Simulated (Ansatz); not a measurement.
## (PbS)1(AgBr)3 [001] superlattice, started as rocksalt type: the cell at rest: bringing the structure to rest

Ansatz 0.2.0; DFT LDA, scalar-relativistic, plane waves, PAW.

The structure was built from a prototype and need not be the compound's stable phase.

The structure is tetragonal, space group P4/mmm (No. 123). The conventional cell has a = 4.026 Å, b = 4.026 Å, c = 11.223 Å, α = 90.00°, β = 90.00°, γ = 90.00°. Ag has 1 S at 2.60 Å and 5 Br at 2.87 to 3.01 Å nearest. Nearest to Ag lie 6 Br at 2.64 to 2.85 Å. Nearest to Br lie 5 Ag at 2.64 to 2.87 Å and 1 Pb at 2.97 Å. Br has 6 Ag at 2.85 to 3.01 Å nearest. Pb has 4 S at 2.85 Å and 2 Br at 2.97 Å nearest. S has 2 Ag at 2.60 Å and 4 Pb at 2.85 Å nearest. Farther neighbours and most contacts between anions are not listed.

The steps of the relaxation:

```csv
step,energy less that of the first step (eV),largest force component (eV/Å),pressure (GPa),volume (Å³)
1,0.0000,0.0533,-0.24,181.92
2,-0.0012,0.0294,0.14,180.87
3,-0.0016,0.0176,0.04,181.16
4,-0.0017,0.0013,0.00,181.32
5*,-0.0016,0.0013,0.00,181.32
```

Relaxation steps marked * repeat the geometry before them on a plane-wave basis chosen anew for their cell, so energy and pressure can jump there.

Forces are held to the 16 operations that the run works with; a distortion that breaks them can't arise in this run.

```csv
"conventional cell, symmetrised",before,after,change
a (Å),4.026,4.022,-0.1 %
b (Å),4.026,4.022,-0.1 %
c (Å),11.223,11.208,-0.1 %
volume (Å³/atom),22.74,22.67,-0.3 %
```

The atoms that moved most (Å, as changes of fractional coordinates times the final cell):

| atom | dx | dy | dz | length |
| --- | --- | --- | --- | --- |
| Ag3 | 0.000 | 0.000 | 0.021 | 0.021 |
| Ag1 | 0.000 | 0.000 | -0.021 | 0.021 |

This step gave:

```
pressure        : -0.001785 GPa
volume per atom : 22.67 Å³
```

**Question.** Which input gives these results?

The system, level and task follow from the heading and the kind of results. Meshes, cutoffs and thresholds can't be read from the results; these are the ones that the run used.

Input file input.yaml:

```yaml
crystal:
  lattice:
    - [2.8469166039, 2.8469166039, 0.0]
    - [-2.8469166039, 2.8469166039, 0.0]
    - [0.0, 0.0, 11.2226725221]
  atoms:
    - { symbol: Ag, position: [0.5, 0.5, 0.2314620375] }
    - { symbol: Ag, position: [0.0, 0.0, 0.5] }
    - { symbol: Ag, position: [0.5, 0.5, 0.7685379625] }
    - { symbol: Br, position: [1.0, 0.0, 0.2648708901] }
    - { symbol: Br, position: [0.5, 0.5, 0.5] }
    - { symbol: Br, position: [1.0, 0.0, 0.7351291099] }
    - { symbol: Pb, position: [0.0, 0.0, 0.0] }
    - { symbol: S, position: [0.5, 0.5, 0.0] }
kpoints:
  mp_grid: { grid: [8, 8, 4] }
hamiltonian:
  xc: lda
scf:
  occupations: { method: gaussian, width: 0.1 }
output:
  forces: true
  stress: true
  eigenvalues: true
relax:
  adjacent_minimum: "off"
  f_tol: 0.005
  max_steps: 80
  cell: { stress_tol: 0.05 }
```

Started as:

```sh
$ ansatz run input.yaml --threads 8 --pin off --max-ram 14336MiB --backend cpu --events-out ev --progress --plain --runs-dir out
```

[Logs are printed without paths, hosts, clocks, repeated set-up lines and the standing remarks that a program may print on its own settings, such as how far it seeks lower states.]

[Hosts, paths, dates, database ids (printed as entryN), source tags and the programs' standing remarks are cut or masked in the printed files.]
